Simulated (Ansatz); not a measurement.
# O on Nb(110): change of the work function, part 2 of 4

Wanted: Δφ(θ) for O/Nb(110), starting from the hollow site.

Ansatz 0.2.0; plane-wave DFT, PBE, Ansatz PAW.

So far, work function, upper face (eV): step 2 (the clean slab) 4.49.

### 3. Adsorbate added, k-mesh 4×4×1, coverage 0.111 ML

System of this step: Nb36O (O/Nb(110)). The cell holds 37 atoms: 36 Nb and 1 O. Cell: a = 8.574 Å, b = 8.574 Å, c = 26.706 Å, α = 90.0°, β = 90.0°, γ = 70.5°. Vacuum lies along c.

The clean slab as it ended is repeated in the plane and the adsorbate is set on one face; the cell's size fixes the coverage, and the k-mesh shrinks with it to keep the sampling density about even. Adsorbate and upper layers relax, since the dipole depends on the height.

Input file input.yaml:

```yaml
crystal:
  lattice:
    - [7.0003571337, -4.95, 0.0]
    - [7.0003571337, 4.95, 0.0]
    - [0.0, 0.0, 26.7057149568]
  atoms:
    - { symbol: Nb, position: [0.0, 0.0, 0.3370065177] }
    - { symbol: Nb, position: [0.1666666667, 0.1666666667, 0.4243830355] }
    - { symbol: Nb, position: [0.0, 0.0, 0.5128520024] }
    - { symbol: Nb, position: [0.1666666667, 0.1666666667, 0.5971241099] }
    - { symbol: Nb, position: [0.0, 0.3333333333, 0.3370065177] }
    - { symbol: Nb, position: [0.1666666667, 0.5, 0.4243830355] }
    - { symbol: Nb, position: [0.0, 0.3333333333, 0.5128520024] }
    - { symbol: Nb, position: [0.1666666667, 0.5, 0.5971241099] }
    - { symbol: Nb, position: [0.0, 0.6666666667, 0.3370065177] }
    - { symbol: Nb, position: [0.1666666667, 0.8333333333, 0.4243830355] }
    - { symbol: Nb, position: [0.0, 0.6666666667, 0.5128520024] }
    - { symbol: Nb, position: [0.1666666667, 0.8333333333, 0.5971241099] }
    - { symbol: Nb, position: [0.3333333333, 0.0, 0.3370065177] }
    - { symbol: Nb, position: [0.5, 0.1666666667, 0.4243830355] }
    - { symbol: Nb, position: [0.3333333333, 0.0, 0.5128520024] }
    - { symbol: Nb, position: [0.5, 0.1666666667, 0.5971241099] }
    - { symbol: Nb, position: [0.3333333333, 0.3333333333, 0.3370065177] }
    - { symbol: Nb, position: [0.5, 0.5, 0.4243830355] }
    - { symbol: Nb, position: [0.3333333333, 0.3333333333, 0.5128520024] }
    - { symbol: Nb, position: [0.5, 0.5, 0.5971241099] }
    - { symbol: Nb, position: [0.3333333333, 0.6666666667, 0.3370065177] }
    - { symbol: Nb, position: [0.5, 0.8333333333, 0.4243830355] }
    - { symbol: Nb, position: [0.3333333333, 0.6666666667, 0.5128520024] }
    - { symbol: Nb, position: [0.5, 0.8333333333, 0.5971241099] }
    - { symbol: Nb, position: [0.6666666667, 0.0, 0.3370065177] }
    - { symbol: Nb, position: [0.8333333333, 0.1666666667, 0.4243830355] }
    - { symbol: Nb, position: [0.6666666667, 0.0, 0.5128520024] }
    - { symbol: Nb, position: [0.8333333333, 0.1666666667, 0.5971241099] }
    - { symbol: Nb, position: [0.6666666667, 0.3333333333, 0.3370065177] }
    - { symbol: Nb, position: [0.8333333333, 0.5, 0.4243830355] }
    - { symbol: Nb, position: [0.6666666667, 0.3333333333, 0.5128520024] }
    - { symbol: Nb, position: [0.8333333333, 0.5, 0.5971241099] }
    - { symbol: Nb, position: [0.6666666667, 0.6666666667, 0.3370065177] }
    - { symbol: Nb, position: [0.8333333333, 0.8333333333, 0.4243830355] }
    - { symbol: Nb, position: [0.6666666667, 0.6666666667, 0.5128520024] }
    - { symbol: Nb, position: [0.8333333333, 0.8333333333, 0.5971241099] }
    - { symbol: O, position: [0.28, 0.28, 0.6629934823] }
kpoints:
  mp_grid: { grid: [4, 4, 1] }
hamiltonian:
  xc: pbe
scf:
  occupations: { method: fermi_dirac, width: 0.1 }
  convergence: { dr2_threshold: 1.0e-08 }
efield:
  axis: 3
  dipole_correction: true
  ramp_position: 0.97
  ramp_width: 0.06
relax:
  f_tol: 0.02
  max_steps: 60
  constraints:
    - { sites: [0, 1, 4, 5, 8, 9, 12, 13, 16, 17, 20, 21, 24, 25, 28, 29, 32, 33] }
output:
  write_potential: true
  write_density: true
  volumetric_format: npy
```

Launch:

```sh
> ansatz run input.yaml --threads 4 --pin off --max-ram 16384MiB --backend cpu --events-out ev --progress --plain --runs-dir out
```

Standard output:

```text
[...]
Crystal: 37 atoms, lattice volume = 1850.800 Å³
Basis set: ecut = 420 eV, 36223 PW (Γ), exchange–correlation on 120×120×360 points (8 copies of the dense FFT grid, shifted against one another)
Bands: 285, of which v1, the nominal top of the filled ones, is band 237 counted from 1 (236 counted from 0)
Symmetry: 2 space group operations
[...]
k-points: 7 of 16 (time reversal used)
[...]
SCF iter   1: F=—  HF=-164433.634130 eV  |F-HF|=—  |Δ(HF+E_count)|=         —  Δρ=9.52e-3  dr2=2.92e1  ethr=1.77e-3  p=-0.164 e·Å  D=-1.61e-2 V/Å  ΔV_dip=0.43 eV  dr2_dipole=3.08e-2  V_vac-E_F(+/−)=5.29/4.86 eV  ⟨swp⟩=11.6  Hψ=9812  notcnv=0
[...]
SCF iter   9: F=-164432.698119 eV  HF=-164432.698119 eV  |F-HF|=1.88e-8  |Δ(HF+E_count)|=   1.13e-7  Δρ=4.93e-7  dr2=6.82e-9  ethr=2.11e-12  p=-0.172 e·Å  D=-1.68e-2 V/Å  ΔV_dip=0.45 eV  dr2_dipole=3.16e-12  V_vac-E_F(+/−)=4.98/4.53 eV  ⟨swp⟩=11.1  Hψ=14360  notcnv=0
SCF 1 converged in 9 iterations: F = -164432.698119 eV  dr2 = 6.82e-9
[...]
relax step   1: F+E_penalty+E_count = -164432.69811858 eV  Δ(F+E_penalty+E_count) = +0.000e0 eV  max|allowed force component| = 4.482e0 eV/Å  Δτ_max = 0.0000 Å  (9 SCF iters, accepted)
[...]
SCF iter   9: F=-164433.894008 eV  HF=-164433.894008 eV  |F-HF|=1.98e-8  |Δ(HF+E_count)|=   7.37e-8  Δρ=4.46e-7  dr2=6.49e-9  ethr=2.11e-12  p=-0.078 e·Å  D=-7.64e-3 V/Å  ΔV_dip=0.20 eV  dr2_dipole=1.84e-10  V_vac-E_F(+/−)=4.73/4.53 eV  ⟨swp⟩=8.6  Hψ=14837  notcnv=0
SCF 2 converged in 9 iterations: F = -164433.894008 eV  dr2 = 6.49e-9
relax step   2: F+E_penalty+E_count = -164433.89400847 eV  Δ(F+E_penalty+E_count) = -1.196e0 eV  max|allowed force component| = 3.219e0 eV/Å  Δτ_max = 0.1949 Å  (9 SCF iters, accepted)
SCF iter   1: F=—  HF=-164434.523737 eV  |F-HF|=—  |Δ(HF+E_count)|=         —  Δρ=3.74e-3  dr2=3.04e-1  ethr=8.15e-4  p=-0.078 e·Å  D=-7.64e-3 V/Å  ΔV_dip=0.20 eV  dr2_dipole=5.11e-2  V_vac-E_F(+/−)=4.72/4.52 eV  ⟨swp⟩=6.3  Hψ=5151  notcnv=0
[...]
SCF iter   9: F=-164434.444521 eV  HF=-164434.444521 eV  |F-HF|=3.13e-8  |Δ(HF+E_count)|=   6.58e-8  Δρ=3.87e-7  dr2=7.10e-9  ethr=2.11e-12  p=0.006 e·Å  D=6.18e-4 V/Å  ΔV_dip=-0.02 eV  dr2_dipole=3.07e-10  V_vac-E_F(+/−)=4.51/4.52 eV  ⟨swp⟩=11.1  Hψ=14901  notcnv=0
SCF 3 converged in 9 iterations: F = -164434.444521 eV  dr2 = 7.10e-9
relax step   3: F+E_penalty+E_count = -164434.44452102 eV  Δ(F+E_penalty+E_count) = -5.505e-1 eV  max|allowed force component| = 8.698e-1 eV/Å  Δτ_max = 0.1949 Å  (9 SCF iters, accepted)
[...]
relax step   4: F+E_penalty+E_count = -164434.54808958 eV  Δ(F+E_penalty+E_count) = -1.036e-1 eV  max|allowed force component| = 8.700e-1 eV/Å  Δτ_max = 0.2000 Å  (9 SCF iters, accepted)
[...]
relax step   5: F+E_penalty+E_count = -164434.61981366 eV  Δ(F+E_penalty+E_count) = -7.172e-2 eV  max|allowed force component| = 2.944e-1 eV/Å  Δτ_max = 0.1360 Å  (9 SCF iters, accepted)
[...]
relax step   6: F+E_penalty+E_count = -164434.63805734 eV  Δ(F+E_penalty+E_count) = -1.824e-2 eV  max|allowed force component| = 1.383e-1 eV/Å  Δτ_max = 0.0542 Å  (9 SCF iters, accepted)
[...]
relax step   7: F+E_penalty+E_count = -164434.63855180 eV  Δ(F+E_penalty+E_count) = -4.945e-4 eV  max|allowed force component| = 6.778e-2 eV/Å  Δτ_max = 0.0340 Å  (8 SCF iters, accepted)
SCF iter   1: F=—  HF=-164434.645346 eV  |F-HF|=—  |Δ(HF+E_count)|=         —  Δρ=7.37e-4  dr2=3.02e-2  ethr=4.44e-5  p=0.034 e·Å  D=3.36e-3 V/Å  ΔV_dip=-0.09 eV  dr2_dipole=3.14e-5  V_vac-E_F(+/−)=4.43/4.52 eV  ⟨swp⟩=2.0  Hψ=3314  notcnv=0
[...]
SCF iter   8: F=-164434.641537 eV  HF=-164434.641537 eV  |F-HF|=9.90e-9  |Δ(HF+E_count)|=   3.60e-8  Δρ=2.90e-7  dr2=2.61e-9  ethr=2.11e-12  p=0.034 e·Å  D=3.37e-3 V/Å  ΔV_dip=-0.09 eV  dr2_dipole=3.15e-13  V_vac-E_F(+/−)=4.43/4.52 eV  ⟨swp⟩=10.0  Hψ=13662  notcnv=0
SCF 8 converged in 8 iterations: F = -164434.641537 eV  dr2 = 2.61e-9
relax step   8: F+E_penalty+E_count = -164434.64153680 eV  Δ(F+E_penalty+E_count) = -2.985e-3 eV  max|allowed force component| = 1.575e-2 eV/Å  Δτ_max = 0.0185 Å  (8 SCF iters, accepted)
NSCF: frozen V_eff on 7 k-points
the band table was solved once a step of the walk had ended and its energy, with any forces and stress, was formed, with the checks that follow a solve (7386 applications of the Hamiltonian). They found nothing against the state; the energy, forces and stress were not computed again (output.eigenvalues in the input reference)
SCF converged after 8 iterations
Free energy (F): -164434.641537 eV
[...]
Internal energy: -164433.091650 eV  (E = F + TS)
E sigma→0 (E₀):  -164433.866594 eV
Entropy (-TS):   -1.549887 eV (-41.889 meV/atom)
Fermi energy:    3.532822 eV
Dipole field:    D = 0.003371 V/Å  (p = 0.034478 e·Å, saw-weighted, corrected)
Work function:   Φ+ = 4.4347 eV   Φ− = 4.5247 eV
[...]
--- Forces (eV/Å), atoms counted from 1 ---
  atom   1  Nb     0.04503439    -0.00000000     0.29301892
  atom   2  Nb     0.01071872     0.00000000    -0.24448640
  atom   3  Nb    -0.00760184    -0.00000000    -0.00745277
  atom   4  Nb     0.00172293    -0.00000000    -0.00916504
  atom   5  Nb    -0.00471625     0.03150397     0.33775144
  atom   6  Nb     0.00909030    -0.01438196    -0.31712317
  atom   7  Nb     0.00042297     0.00360440    -0.00466068
  atom   8  Nb    -0.00432162    -0.00577008     0.00670585
  atom   9  Nb    -0.00355201     0.02068479     0.31791172
  atom  10  Nb    -0.01252413    -0.08066510    -0.28761865
  atom  11  Nb     0.00132977    -0.00142431    -0.00153558
  atom  12  Nb    -0.00943847    -0.00137569     0.00514143
  atom  13  Nb    -0.00471625    -0.03150397     0.33775144
  atom  14  Nb     0.00909030     0.01438196    -0.31712317
  atom  15  Nb     0.00042297    -0.00360440    -0.00466068
  atom  16  Nb    -0.00432162     0.00577008     0.00670585
  atom  17  Nb     0.00124536    -0.00000000     0.36922374
  atom  18  Nb    -0.02109295     0.00000000    -0.34488655
  atom  19  Nb     0.01539422    -0.00000000    -0.00314027
  atom  20  Nb    -0.00008722     0.00000000    -0.01575060
  atom  21  Nb    -0.00436833     0.01921969     0.34080089
  atom  22  Nb     0.00844081     0.07594307    -0.37482030
  atom  23  Nb     0.00286412    -0.01244687     0.01054365
  atom  24  Nb     0.00291648    -0.00156903     0.00094958
  atom  25  Nb    -0.00355201    -0.02068479     0.31791172
  atom  26  Nb    -0.01252413     0.08066510    -0.28761865
  atom  27  Nb     0.00132977     0.00142431    -0.00153558
  atom  28  Nb    -0.00943847     0.00137569     0.00514143
  atom  29  Nb    -0.00436833    -0.01921969     0.34080089
  atom  30  Nb     0.00844081    -0.07594307    -0.37482030
  atom  31  Nb     0.00286412     0.01244687     0.01054365
  atom  32  Nb     0.00291648     0.00156903     0.00094958
  atom  33  Nb    -0.01104384    -0.00000000     0.30477830
  atom  34  Nb    -0.01473091     0.00000000    -0.41954065
  atom  35  Nb    -0.00535766     0.00000000     0.00841882
  atom  36  Nb     0.00433731     0.00000000    -0.00046956
  atom  37  O      0.00915110    -0.00000000     0.00136549
  max |Σ_I F_I| component: 2.31e-5 eV/Å
--- Band table (eV; the first three rows and the last of 7) ---
  k-point 0: bands = [... 233 lower, 3.5703, 3.7050, 3.7090, 3.7310, 3.8210, 3.8324, 3.8522, 3.8526, ... 44 higher]
  k-point 1: bands = [... 233 lower, 3.4565, 3.4925, 3.5257, 3.5666, 3.6306, 3.6550, 3.7213, 3.7612, ... 44 higher]
  k-point 2: bands = [... 233 lower, 3.3623, 3.3754, 3.4218, 3.4763, 3.5071, 3.5256, 3.5753, 3.6950, ... 44 higher]
  k-point 6: bands = [... 233 lower, 3.2948, 3.3229, 3.3720, 3.4057, 3.4415, 3.4764, 3.5084, 3.5262, ... 44 higher]
--- Relaxed structure (8 steps of the walk, 8 accepted, 0 SCFs on fresh bases) ---
  F+E_penalty+E_count = -164434.64153680 eV   max|allowed force component| = 1.575e-2 eV/Å
  atoms:
    - { symbol: Nb, position: [0.0, 0.0, 0.3370065177] }
    - { symbol: Nb, position: [0.166667, 0.166667, 0.424383] }
    - { symbol: Nb, position: [-0.000415491, -0.000415491, 0.512664] }
    - { symbol: Nb, position: [0.152768, 0.152768, 0.600531] }
    - { symbol: Nb, position: [5.551115e-17, 0.3333333333, 0.3370065177] }
    - { symbol: Nb, position: [0.166667, 0.5, 0.424383] }
    - { symbol: Nb, position: [-0.000761306, 0.331215, 0.513559] }
    - { symbol: Nb, position: [0.169506, 0.491429, 0.599365] }
    - { symbol: Nb, position: [1.110223e-16, 0.6666666667, 0.3370065177] }
    - { symbol: Nb, position: [0.166667, 0.8333333333, 0.424383] }
    - { symbol: Nb, position: [-0.000715642, 0.667907, 0.511992] }
    - { symbol: Nb, position: [0.162371, 0.828394, 0.598669] }
    - { symbol: Nb, position: [0.3333333333, 5.551115e-17, 0.3370065177] }
    - { symbol: Nb, position: [0.5, 0.166667, 0.424383] }
    - { symbol: Nb, position: [0.331215, -0.000761306, 0.513559] }
    - { symbol: Nb, position: [0.491429, 0.169506, 0.599365] }
    - { symbol: Nb, position: [0.333333, 0.333333, 0.3370065177] }
    - { symbol: Nb, position: [0.5, 0.5, 0.424383] }
    - { symbol: Nb, position: [0.332433, 0.332433, 0.513080] }
    - { symbol: Nb, position: [0.509496, 0.509496, 0.596161] }
    - { symbol: Nb, position: [0.333333, 0.6666666667, 0.3370065177] }
    - { symbol: Nb, position: [0.5, 0.833333, 0.424383] }
    - { symbol: Nb, position: [0.332946, 0.665948, 0.513228] }
    - { symbol: Nb, position: [0.501201, 0.834432, 0.595792] }
    - { symbol: Nb, position: [0.6666666667, 1.110223e-16, 0.3370065177] }
    - { symbol: Nb, position: [0.8333333333, 0.166667, 0.424383] }
    - { symbol: Nb, position: [0.667907, -0.000715642, 0.511992] }
    - { symbol: Nb, position: [0.828394, 0.162371, 0.598669] }
    - { symbol: Nb, position: [0.6666666667, 0.333333, 0.3370065177] }
    - { symbol: Nb, position: [0.833333, 0.5, 0.424383] }
    - { symbol: Nb, position: [0.665948, 0.332946, 0.513228] }
    - { symbol: Nb, position: [0.834432, 0.501201, 0.595792] }
    - { symbol: Nb, position: [0.666667, 0.666667, 0.3370065177] }
    - { symbol: Nb, position: [0.8333333333, 0.8333333333, 0.424383] }
    - { symbol: Nb, position: [0.667410, 0.667410, 0.511804] }
    - { symbol: Nb, position: [0.834179, 0.834179, 0.596362] }
    - { symbol: O, position: [0.285643, 0.285643, 0.640567] }
```

Elapsed: 23 min, on 4 threads of Arm Neoverse V1, shared host; peak memory 9.5 GiB; 1.5 h of CPU time.

Step by step:

| step | energy less that of the first step (eV) | largest force component (eV/Å) |
| --- | --- | --- |
| 1 | 0.0000 | 4.4822 |
| 2 | -1.1959 | 3.2191 |
| 3 | -1.7464 | 0.8698 |
| 4 | -1.8500 | 0.8700 |
| 5 | -1.9217 | 0.2944 |
| 6 | -1.9399 | 0.1383 |
| 7 | -1.9404 | 0.0678 |
| 8 | -1.9434 | 0.0158 |

Forces are held to the 2 operations that the program found; a distortion that breaks them can't arise in this run.

The atoms that moved most (Å):

| atom | dx | dy | dz | length |
| --- | --- | --- | --- | --- |
| O37 | 0.079 | 0.000 | -0.599 | 0.604 |
| Nb4 | -0.195 | 0.000 | 0.091 | 0.215 |
| Nb20 | 0.133 | 0.000 | -0.026 | 0.135 |
| Nb16 | -0.040 | 0.056 | 0.060 | 0.092 |
| Nb8 | -0.040 | -0.056 | 0.060 | 0.092 |
| Nb28 | -0.065 | 0.003 | 0.041 | 0.077 |
| Nb12 | -0.065 | -0.003 | 0.041 | 0.077 |
| Nb24 | 0.016 | -0.001 | -0.036 | 0.039 |

Final coordinates:

```cif
data_structure
_symmetry_space_group_name_H-M 'P 1'
_symmetry_Int_Tables_number 1
_cell_length_a 8.5737
_cell_length_b 8.5737
_cell_length_c 26.7057
_cell_angle_alpha 90.000
_cell_angle_beta 90.000
_cell_angle_gamma 70.529
_cell_volume 1850.80
loop_
_atom_site_label
_atom_site_type_symbol
_atom_site_fract_x
_atom_site_fract_y
_atom_site_fract_z
_atom_site_occupancy
Nb1 Nb 0.00000 0.00000 0.33701 1
Nb2 Nb 0.16667 0.16667 0.42438 1
Nb3 Nb 0.99958 0.99958 0.51266 1
Nb4 Nb 0.15277 0.15277 0.60053 1
Nb5 Nb 0.00000 0.33333 0.33701 1
Nb6 Nb 0.16667 0.50000 0.42438 1
Nb7 Nb 0.99924 0.33121 0.51356 1
Nb8 Nb 0.16951 0.49143 0.59936 1
Nb9 Nb 0.00000 0.66667 0.33701 1
Nb10 Nb 0.16667 0.83333 0.42438 1
Nb11 Nb 0.99928 0.66791 0.51199 1
Nb12 Nb 0.16237 0.82839 0.59867 1
Nb13 Nb 0.33333 0.00000 0.33701 1
Nb14 Nb 0.50000 0.16667 0.42438 1
Nb15 Nb 0.33121 0.99924 0.51356 1
Nb16 Nb 0.49143 0.16951 0.59936 1
Nb17 Nb 0.33333 0.33333 0.33701 1
Nb18 Nb 0.50000 0.50000 0.42438 1
Nb19 Nb 0.33243 0.33243 0.51308 1
Nb20 Nb 0.50950 0.50950 0.59616 1
Nb21 Nb 0.33333 0.66667 0.33701 1
Nb22 Nb 0.50000 0.83333 0.42438 1
Nb23 Nb 0.33295 0.66595 0.51323 1
Nb24 Nb 0.50120 0.83443 0.59579 1
Nb25 Nb 0.66667 0.00000 0.33701 1
Nb26 Nb 0.83333 0.16667 0.42438 1
Nb27 Nb 0.66791 0.99928 0.51199 1
Nb28 Nb 0.82839 0.16237 0.59867 1
Nb29 Nb 0.66667 0.33333 0.33701 1
Nb30 Nb 0.83333 0.50000 0.42438 1
Nb31 Nb 0.66595 0.33295 0.51323 1
Nb32 Nb 0.83443 0.50120 0.59579 1
Nb33 Nb 0.66667 0.66667 0.33701 1
Nb34 Nb 0.83333 0.83333 0.42438 1
Nb35 Nb 0.66741 0.66741 0.51180 1
Nb36 Nb 0.83418 0.83418 0.59636 1
O37 O 0.28564 0.28564 0.64057 1
```

Numbers from this step:

```yaml
energy_at_zero_smearing: -164433.8666 eV
work_function_upper_face: 4.435 eV
work_function_lower_face: 4.525 eV
dipole_along_the_normal: 0.03448 e·Å
step_between_the_vacuum_levels: -0.09001 eV
```

Running mean over 2.333 Å of the planar mean; the ramp of the sawtooth is left out. The electron's electrostatic potential energy less the Fermi level by z:

| z (Å) | electron's electrostatic potential energy less the Fermi level (eV) |
| --- | --- |
| 4 | 4.52 |
| 5 | 4.51 |
| 6 | 4.33 |
| 7 | 2.79 |
| 8 | -5.89 |
| 9 | -11.0 |
| 10 | -11.0 |
| 11 | -10.9 |
| 12 | -10.8 |
| 13 | -10.8 |
| 14 | -11.1 |
| 15 | -11.6 |
| 16 | -11.3 |
| 17 | -5.93 |
| 18 | 2.56 |
| 19 | 4.27 |
| 20 | 4.42 |
| 21 | 4.43 |
| 22 | 4.43 |
| 23 | 4.43 |

The relaxation took 8 steps and lowered the energy by 1.9 eV; the largest force on the free atoms ends at 0.016 eV/Å.

The covered face has 4.43 eV, -0.06 eV against the clean one; the bare back face has moved by -0.00 eV, a measure of how thin the slab is.

(Part 2 of 4 ends here.)

[Long decimals in the printed logs are rounded to 6 places.]

[Logs are printed without paths, hosts, clocks, repeated set-up lines and the standing remarks that a program may print on its own settings, such as how far it seeks lower states.]

[Hosts, paths, dates, database ids (printed as entryN), source tags and the programs' standing remarks are cut or masked in the printed files.]

[Maps of the electrostatic potential energy from Ansatz leave out the sawtooth potential of an applied field or a dipole correction, so their vacuum need not be flat; planar profiles and work functions include it.]
